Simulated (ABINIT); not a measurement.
# MgS (F-43m): G0W0 with ABINIT, start to end, part 2 of 3

Wanted: ground state, empty states, screening and self-energy for MgS (F-43m).

ABINIT 10.8.3; LDA and many-body steps on it, plane waves. Known limits of the many-body steps: not at the basis limit; coarse k mesh.

So far. Step 2 (Ground state): The gap is direct, at Γ.

## 3. Bands along the symmetry lines

Level of this step: DFT, LDA, plane waves, norm-conserving pseudopotentials (ABINIT).

Levels along a band path, at the cheap level, show where the edges lie and whether the meshes to come will hold them.

Input file run.abi:

```
acell 3*1.0 Angstrom
rprim 
  -0.000000000000 2.833120046800 2.833120046800
  2.833120046800 -0.000000000000 2.833120046800
  2.833120046800 2.833120046800 -0.000000000000
ntypat 2
znucl 12 16
natom 2
typat 1 2
xred 
  0.000000000000 0.000000000000 0.000000000000
  0.750000000000 0.750000000000 0.750000000000
pp_dirpath "pseudos"
pseudos "Mg.upf, S.upf"
ecut 38
iscf -2
irdden 1
kptopt 0
nkpt 50
kpt 
  0.00000000 0.00000000 0.00000000
  -0.06250000 -0.06250000 0.00000000
  -0.12500000 -0.12500000 0.00000000
  -0.18750000 -0.18750000 0.00000000
  -0.25000000 -0.25000000 0.00000000
  -0.31250000 -0.31250000 0.00000000
  -0.37500000 -0.37500000 0.00000000
  -0.43750000 -0.43750000 0.00000000
  -0.50000000 -0.50000000 0.00000000
  -0.48437500 -0.48437500 0.03125000
  -0.46875000 -0.46875000 0.06250000
  -0.45312500 -0.45312500 0.09375000
  -0.43750000 -0.43750000 0.12500000
  -0.42187500 -0.42187500 0.15625000
  -0.40625000 -0.40625000 0.18750000
  -0.39062500 -0.39062500 0.21875000
  -0.37500000 -0.37500000 0.25000000
  -0.37500000 0.00000000 0.37500000
  -0.32812500 0.00000000 0.32812500
  -0.28125000 0.00000000 0.28125000
  -0.23437500 0.00000000 0.23437500
  -0.18750000 0.00000000 0.18750000
  -0.14062500 0.00000000 0.14062500
  -0.09375000 0.00000000 0.09375000
  -0.04687500 0.00000000 0.04687500
  0.00000000 0.00000000 0.00000000
  0.00000000 0.00000000 0.06250000
  0.00000000 0.00000000 0.12500000
  0.00000000 0.00000000 0.18750000
  0.00000000 0.00000000 0.25000000
  0.00000000 0.00000000 0.31250000
  0.00000000 0.00000000 0.37500000
  0.00000000 0.00000000 0.43750000
  0.00000000 0.00000000 0.50000000
  -0.06250000 -0.03125000 0.46875000
  -0.12500000 -0.06250000 0.43750000
  -0.18750000 -0.09375000 0.40625000
  -0.25000000 -0.12500000 0.37500000
  -0.31250000 -0.15625000 0.34375000
  -0.37500000 -0.18750000 0.31250000
  -0.43750000 -0.21875000 0.28125000
  -0.50000000 -0.25000000 0.25000000
  -0.50000000 -0.28125000 0.21875000
  -0.50000000 -0.31250000 0.18750000
  -0.50000000 -0.34375000 0.15625000
  -0.50000000 -0.37500000 0.12500000
  -0.50000000 -0.40625000 0.09375000
  -0.50000000 -0.43750000 0.06250000
  -0.50000000 -0.46875000 0.03125000
  -0.50000000 -0.50000000 0.00000000
istwfk *1
nband 15
nbdbuf 2
tolwfr 1e-08
nstep 40
prtwf 0
prtvol 0
indata_prefix "in"
outdata_prefix "out"
tmpdata_prefix "tmp"
```

The run is started by

```
> OMP_NUM_THREADS=1 mpirun -n 4 abinit run.abi > log
```

Numbers of over 12 decimals in the logs are rounded to 6 here.

Output:

```text
.Version 10.8.3 of ABINIT. v10.8.2 released Aug 2026.

 Symmetries : space group F-4 3 m (#216); Bravais cF (face-center cubic)
[... echo of the input left out ...]
== DATASET  1 ==================================================================
-   mpi_nproc: 4, omp_nthreads: 1 (-1 if OMP is not activated)

--- !DatasetInfo
iteration_state: {dtset: 1, }
dimensions: {natom: 2, nkpt: 50, mband: 15, nsppol: 1, nspinor: 1, nspden: 1, mpw: 3479, }
cutoff_energies: {ecut:  38.0, pawecutdg:  -1.0, }
electrons: {nelect:   1.60000000E+01, charge:   0.00000000E+00, occopt:   1.00000000E+00, tsmear:   1.00000000E-02, }

 Real(R)+Recip(G) space primitive vectors, cartesian coordinates (Bohr,Bohr^-1):
 R(1)=  0.0000000  5.3538210  5.3538210  G(1)= -0.0933912  0.0933912  0.0933912
 R(2)=  5.3538210  0.0000000  5.3538210  G(2)=  0.0933912 -0.0933912  0.0933912
 R(3)=  5.3538210  5.3538210  0.0000000  G(3)=  0.0933912  0.0933912 -0.0933912
 Unit cell volume ucvol=  3.0691741E+02 bohr^3
 Angles (23,13,12)=  6.00000000E+01  6.00000000E+01  6.00000000E+01 degrees

 getcut: wavevector=  0.0000  0.0000  0.0000  ngfft=  45  45  45
         ecut(hartree)=     38.000   => boxcut(ratio)=   2.09419

--- Pseudopotential description ------------------------------------------------
- Mg Generated using ONCVPSP code by D. R. Hamann
- 12.00000  10.00000  180309                  znucl, zion, pspdat
12 -1012 1 -1 1510                            pspcod,pspxc,lmax,lloc,mmax
     nproj     2     2     0
  pspatm : epsatm=    9.23542517
         --- l  ekb(1:nproj) -->
             0    2.239033   -0.828749
             1   -6.545315   -2.523783
 pspatm: atomic psp has been read  and splines computed

- S Generated using ONCVPSP code by D. R. Hamann
- 16.00000   6.00000  180309                  znucl, zion, pspdat
12 -1012 2 -1 1132                            pspcod,pspxc,lmax,lloc,mmax
     nproj     2     2     2
  pspatm : epsatm=    8.64647033
         --- l  ekb(1:nproj) -->
             0    6.829465    0.577472
[...]
pspatm: atomic psp has been read  and splines computed

--------------------------------------------------------------------------------

================================================================================
 prteigrs : about to open file out_EIG
 Non-SCF case, kpt    1 (  0.00000  0.00000  0.00000), residuals and eigenvalues=
  1.64E-09  1.40E-09  2.46E-09  3.05E-09  3.37E-09  1.40E-09  5.36E-09  9.61E-09
  3.02E-09  4.92E-09  4.06E-09  2.36E-09  6.35E-09  3.45E-09  3.82E-04
 -2.6399E+00 -1.4428E+00 -1.4428E+00 -1.4428E+00 -3.6548E-01  4.7946E-02
  4.7946E-02  4.7946E-02  1.6427E-01  3.3226E-01  3.3226E-01  3.3226E-01
[...]
Non-SCF case, kpt    2 ( -0.06250 -0.06250  0.00000), residuals and eigenvalues=
  1.96E-09  1.64E-09  7.52E-09  1.17E-09  8.09E-09  4.84E-09  2.46E-09  6.42E-09
[...]
2.52E-09  7.07E-09  1.21E-09  2.32E-09  9.66E-09  1.82E-09  1.32E-09  3.39E-09
  4.34E-09  4.09E-09  2.45E-09  3.46E-09  4.53E-09  7.14E-09  3.20E-06
[...]
Non-SCF case, kpt   49 ( -0.50000 -0.46875  0.03125), residuals and eigenvalues=
[...]
Non-SCF case, kpt   50 ( -0.50000 -0.50000  0.00000), residuals and eigenvalues=
[...]
-2.6399E+00 -1.4429E+00 -1.4429E+00 -1.4429E+00 -3.3149E-01 -5.7902E-02
  9.1987E-03  9.1987E-03  1.8259E-01  2.4722E-01  4.4677E-01  4.8902E-01
[...]
--- !ResultsGS
iteration_state: {dtset: 1, }
comment   : Summary of ground state results
lattice_vectors:
- [ -0.0000000,   5.3538210,   5.3538210, ]
- [  5.3538210,  -0.0000000,   5.3538210, ]
- [  5.3538210,   5.3538210,  -0.0000000, ]
lattice_lengths: [   7.57145,    7.57145,    7.57145, ]
lattice_angles: [ 60.000,  60.000,  60.000, ] # degrees, (23, 13, 12)
lattice_volume:   3.0691741E+02
convergence: {deltae:  0.000E+00, res2:  0.000E+00, residm:  9.958E-09, diffor:  0.000E+00, }
etotal    :  -7.04424716E+01
entropy   :   0.00000000E+00
fermie    :   4.79460379E-02
cartesian_stress_tensor: null
pressure_GPa: null
xred      :
- [  0.0000E+00,   0.0000E+00,   0.0000E+00, Mg]
- [  7.5000E-01,   7.5000E-01,   7.5000E-01,  S]
cartesian_forces: null
force_length_stats: {min: null, max: null, mean: null, }

 Integrated electronic density in atomic spheres:
 ------------------------------------------------
 Atom  Sphere_radius  Integrated_density
[...]
================================================================================

 ----iterations are completed or convergence reached----

 Mean square residual over all n,k,spin=   46.979E-10; max=  99.583E-10
 reduced coordinates (array xred) for    2 atoms
       0.000000000000      0.000000000000      0.000000000000
       0.750000000000      0.750000000000      0.750000000000

 cartesian coordinates (angstrom) at end:
    1      0.000000     0.000000     0.000000
    2      4.249680     4.249680     4.249680
 length scales=  1.889726125908  1.889726125908  1.889726125908 bohr
              =  1.000000000000  1.000000000000  1.000000000000 angstroms
 prteigrs : about to open file out_EIG
 Eigenvalues (hartree) for nkpt=  50  k points:
 kpt#   1, nband= 15, wtk=  1.00000, kpt=  0.0000  0.0000  0.0000 (reduced coord)
[...]
kpt#   2, nband= 15, wtk=  1.00000, kpt= -0.0625 -0.0625  0.0000 (reduced coord)
[...]
kpt#   3, nband= 15, wtk=  1.00000, kpt= -0.1250 -0.1250  0.0000 (reduced coord)
[...]
kpt#  49, nband= 15, wtk=  1.00000, kpt= -0.5000 -0.4687  0.0313 (reduced coord)
  -2.63991   -1.44293   -1.44288   -1.44288   -0.33148   -0.05747    0.00830    0.00871
   0.18435    0.24899    0.44378    0.48010    0.48938    0.54908    0.55543
 kpt#  50, nband= 15, wtk=  1.00000, kpt= -0.5000 -0.5000  0.0000 (reduced coord)
  -2.63991   -1.44292   -1.44287   -1.44287   -0.33149   -0.05790    0.00920    0.00920
   0.18259    0.24722    0.44677    0.48902    0.48902    0.54998    0.55297

== END DATASET(S) ==============================================================
================================================================================

 -outvars: echo values of variables after computation  --------
            nband          15
             nkpt          50
          spgroup         216
 [... the other variables as echoed above ...]

 Calculation completed.
```

Elapsed: 13 s, on 4 MPI ranks of Arm Neoverse V1, shared host; peak memory 0.29 GiB; 50 s of CPU time.

Numbers from this step:

```
gap                        : 3.165 eV
k of the valence top       : 0, 0, 0
k of the conduction bottom : 0, 0, 0
least direct gap           : 3.165 eV
```

The gap is 3.165 eV, as in the run before at this level.

The electronic bands at the labelled points (eV, zero at the top of the highest filled band; v1 is the highest filled band, c1 the lowest empty one):

| point | v4 | v3 | v2 | v1 | c1 | c2 | c3 | c4 |
| --- | --- | --- | --- | --- | --- | --- | --- | --- |
| Γ | -11.25 | 0.00 | 0.00 | 0.00 | 3.17 | 7.74 | 7.74 | 7.74 |
| halfway | -10.82 | -1.80 | -0.58 | -0.58 | 4.93 | 6.29 | 8.20 | 9.26 |
| X | -10.33 | -2.88 | -1.05 | -1.05 | 3.66 | 5.42 | 10.85 | 12.00 |
| halfway | -10.32 | -2.79 | -1.37 | -1.00 | 3.99 | 5.81 | 10.31 | 11.13 |
| U | -10.34 | -2.55 | -1.92 | -0.83 | 4.62 | 6.77 | 9.33 | 9.96 |
| jump to K | -10.34 | -2.55 | -1.92 | -0.83 | 4.62 | 6.77 | 9.33 | 9.96 |
| halfway | -10.79 | -2.08 | -0.88 | -0.16 | 5.58 | 7.05 | 7.54 | 8.36 |
| Γ | -11.25 | 0.00 | 0.00 | 0.00 | 3.17 | 7.74 | 7.74 | 7.74 |
| halfway | -10.93 | -1.91 | -0.18 | -0.18 | 4.71 | 7.56 | 7.96 | 7.96 |
| L | -10.55 | -3.20 | -0.33 | -0.33 | 4.85 | 7.45 | 7.45 | 8.36 |
| halfway | -10.44 | -2.85 | -1.33 | -0.66 | 5.85 | 6.26 | 8.51 | 8.67 |
| W | -10.32 | -2.36 | -1.88 | -1.36 | 5.35 | 7.70 | 7.98 | 8.30 |
| halfway | -10.32 | -2.70 | -1.39 | -1.22 | 4.35 | 6.14 | 9.79 | 9.94 |
| X | -10.33 | -2.88 | -1.05 | -1.05 | 3.66 | 5.42 | 10.85 | 12.00 |

The electronic bands as a text plot (rows in eV, shown from -8.0 to 8.6 only):

```
    8.3 |  +++++           ++++++++++      ++  +++++ +++++++
    7.6 |++                   +++++++++++++++++++++++    +++
    6.9 |  +++            +++++++++               +++  ++   +
    6.2 |     ++++      ++    ++                     ++      +
    5.5 |         ++++++    ++  +                   ++++++++  +++
    4.8 |    +++++        ++     ++         ++++++++        +
    4.1 |  ++     +    +++         ++    +++                 +++
    3.4 |++        ++++              ++++                       +
    2.7 |
    2.1 |
    1.4 |
    0.7 |
    0.0 |****                 **********************
   -0.7 |  *******************  *****    **       *******
   -1.4 |    *        ***   **** **        *          ** ********
   -2.1 |     ****       ***  ***           ***         ****
   -2.8 |         ************                 **   *****   *****
   -3.5 |                                        ***
   -4.2 |
   -4.9 |
   -5.6 |
   -6.3 |
   -7.0 |
   -7.7 |
         Γ           X  U|K            Γ         L        W     X
```

## 4. Empty states on the mesh, 4×4×4 mesh, 30 bands

The sums over transitions need many empty states on a uniform mesh; this step solves for them.

Input file run.abi:

```
acell 3*1.0 Angstrom
rprim 
  -0.000000000000 2.833120046800 2.833120046800
  2.833120046800 -0.000000000000 2.833120046800
  2.833120046800 2.833120046800 -0.000000000000
ntypat 2
znucl 12 16
natom 2
typat 1 2
xred 
  0.000000000000 0.000000000000 0.000000000000
  0.750000000000 0.750000000000 0.750000000000
pp_dirpath "pseudos"
pseudos "Mg.upf, S.upf"
ecut 38
ngkpt 4 4 4
nshiftk 1
shiftk 0 0 0
kptopt 1
chksymbreak 0
iscf -2
irdden 1
istwfk *1
nband 30
nbdbuf 4
tolwfr 1e-09
nstep 60
prtvol 0
indata_prefix "in"
outdata_prefix "out"
tmpdata_prefix "tmp"
```

Output:

```text
.Version 10.8.3 of ABINIT. v10.8.2 released Aug 2026.

 Symmetries : space group F-4 3 m (#216); Bravais cF (face-center cubic)
[... echo of the input left out ...]
== DATASET  1 ==================================================================
-   mpi_nproc: 4, omp_nthreads: 1 (-1 if OMP is not activated)

--- !DatasetInfo
iteration_state: {dtset: 1, }
dimensions: {natom: 2, nkpt: 8, mband: 30, nsppol: 1, nspinor: 1, nspden: 1, mpw: 3479, }
cutoff_energies: {ecut:  38.0, pawecutdg:  -1.0, }
electrons: {nelect:   1.60000000E+01, charge:   0.00000000E+00, occopt:   1.00000000E+00, tsmear:   1.00000000E-02, }

 Real(R)+Recip(G) space primitive vectors, cartesian coordinates (Bohr,Bohr^-1):
 R(1)=  0.0000000  5.3538210  5.3538210  G(1)= -0.0933912  0.0933912  0.0933912
 R(2)=  5.3538210  0.0000000  5.3538210  G(2)=  0.0933912 -0.0933912  0.0933912
 R(3)=  5.3538210  5.3538210  0.0000000  G(3)=  0.0933912  0.0933912 -0.0933912
 Unit cell volume ucvol=  3.0691741E+02 bohr^3
 Angles (23,13,12)=  6.00000000E+01  6.00000000E+01  6.00000000E+01 degrees

 getcut: wavevector=  0.0000  0.0000  0.0000  ngfft=  45  45  45
         ecut(hartree)=     38.000   => boxcut(ratio)=   2.09419

--- Pseudopotential description ------------------------------------------------
- Mg Generated using ONCVPSP code by D. R. Hamann
- 12.00000  10.00000  180309                  znucl, zion, pspdat
12 -1012 1 -1 1510                            pspcod,pspxc,lmax,lloc,mmax
     nproj     2     2     0
  pspatm : epsatm=    9.23542517
         --- l  ekb(1:nproj) -->
             0    2.239033   -0.828749
             1   -6.545315   -2.523783
 pspatm: atomic psp has been read  and splines computed

- S Generated using ONCVPSP code by D. R. Hamann
- 16.00000   6.00000  180309                  znucl, zion, pspdat
12 -1012 2 -1 1132                            pspcod,pspxc,lmax,lloc,mmax
     nproj     2     2     2
  pspatm : epsatm=    8.64647033
         --- l  ekb(1:nproj) -->
             0    6.829465    0.577472
[...]
pspatm: atomic psp has been read  and splines computed

--------------------------------------------------------------------------------

================================================================================
 prteigrs : about to open file out_EIG
 Non-SCF case, kpt    1 (  0.00000  0.00000  0.00000), residuals and eigenvalues=
  9.04E-10  9.03E-11  1.12E-10  5.59E-10  4.97E-10  1.97E-10  2.33E-10  7.90E-10
  7.92E-10  2.36E-10  2.96E-10  6.84E-10  5.34E-10  5.24E-10  6.42E-10  5.51E-11
  1.57E-10  4.34E-10  3.44E-10  1.89E-10  3.94E-10  5.68E-10  2.72E-10  3.02E-10
  8.07E-10  2.32E-10  7.18E-10  9.37E-10  7.48E-09  8.55E-09
 -2.6399E+00 -1.4428E+00 -1.4428E+00 -1.4428E+00 -3.6548E-01  4.7946E-02
  4.7946E-02  4.7946E-02  1.6427E-01  3.3226E-01  3.3226E-01  3.3226E-01
  4.4110E-01  4.4110E-01  5.3836E-01  5.5032E-01  5.5032E-01  5.5032E-01
  6.7554E-01  9.2691E-01  9.2691E-01  9.2691E-01  9.7936E-01  9.7936E-01
  9.7936E-01  9.8531E-01  9.8531E-01  1.1821E+00  1.1821E+00  1.1821E+00
 prteigrs : prtvol=0 or 1, do not print more k-points.

--- !ResultsGS
iteration_state: {dtset: 1, }
comment   : Summary of ground state results
lattice_vectors:
- [ -0.0000000,   5.3538210,   5.3538210, ]
- [  5.3538210,  -0.0000000,   5.3538210, ]
- [  5.3538210,   5.3538210,  -0.0000000, ]
lattice_lengths: [   7.57145,    7.57145,    7.57145, ]
lattice_angles: [ 60.000,  60.000,  60.000, ] # degrees, (23, 13, 12)
lattice_volume:   3.0691741E+02
convergence: {deltae:  0.000E+00, res2:  0.000E+00, residm:  9.883E-10, diffor:  0.000E+00, }
etotal    :  -7.04424716E+01
entropy   :   0.00000000E+00
fermie    :   4.79460379E-02
cartesian_stress_tensor: null
pressure_GPa: null
xred      :
- [  0.0000E+00,   0.0000E+00,   0.0000E+00, Mg]
- [  7.5000E-01,   7.5000E-01,   7.5000E-01,  S]
cartesian_forces: null
force_length_stats: {min: null, max: null, mean: null, }

 Integrated electronic density in atomic spheres:
 ------------------------------------------------
 Atom  Sphere_radius  Integrated_density
[...]
================================================================================

 ----iterations are completed or convergence reached----

 Mean square residual over all n,k,spin=   42.705E-11; max=  98.831E-11
 reduced coordinates (array xred) for    2 atoms
       0.000000000000      0.000000000000      0.000000000000
       0.750000000000      0.750000000000      0.750000000000

 cartesian coordinates (angstrom) at end:
    1      0.000000     0.000000     0.000000
    2      4.249680     4.249680     4.249680
 length scales=  1.889726125908  1.889726125908  1.889726125908 bohr
              =  1.000000000000  1.000000000000  1.000000000000 angstroms
 prteigrs : about to open file out_EIG
 Eigenvalues (hartree) for nkpt=   8  k points:
 kpt#   1, nband= 30, wtk=  0.01563, kpt=  0.0000  0.0000  0.0000 (reduced coord)
  -2.63992   -1.44285   -1.44285   -1.44285   -0.36548    0.04795    0.04795    0.04795
   0.16427    0.33226    0.33226    0.33226    0.44110    0.44110    0.53836    0.55032
   0.55032    0.55032    0.67554    0.92691    0.92691    0.92691    0.97936    0.97936
   0.97936    0.98531    0.98531    1.18207    1.18207    1.18207
 prteigrs : prtvol=0 or 1, do not print more k-points.

== END DATASET(S) ==============================================================
================================================================================

 -outvars: echo values of variables after computation  --------
            nband          30
             nkpt           8
          spgroup         216
 [... the other variables as echoed above ...]

 Calculation completed.
```

It took 5.5 s on 4 MPI ranks; peak memory 0.27 GiB.

This step gave:

```yaml
gap: 3.165 eV
k_of_the_valence_top: 0, 0, 0
k_of_the_conduction_bottom: 0, 0, 0
least_direct_gap: 3.165 eV
k_points_computed: 8
lowest_point_of_the_top_converged_band_above_the_valence_top: 24.34 eV
```

On this mesh the gap is 3.165 eV.

(Continued in part 3 of 3.)

[Paths, hosts, dates, memory and timing lines, banners, echoed tables and standing remarks are left out of the program output.]

[Logs are printed without paths, hosts, clocks, repeated set-up lines and the standing remarks that a program may print on its own settings, such as how far it seeks lower states.]

[Runs of the session that timed out or met a known fault of the program may be left out.]

[Hosts, paths, dates, database ids (printed as entryN), source tags and the programs' standing remarks are cut or masked in the printed files.]

[G0W0 gaps are taken among the corrected bands and points alone; a level outside them can change the order at an edge.]

[Where Ansatz stands beside ABINIT at settings called matched, ABINIT's density can come from a denser mesh and the files from another edition; pairs whose starting gaps differed by over 0.03 eV were left out, so agreement reads better than it is.]
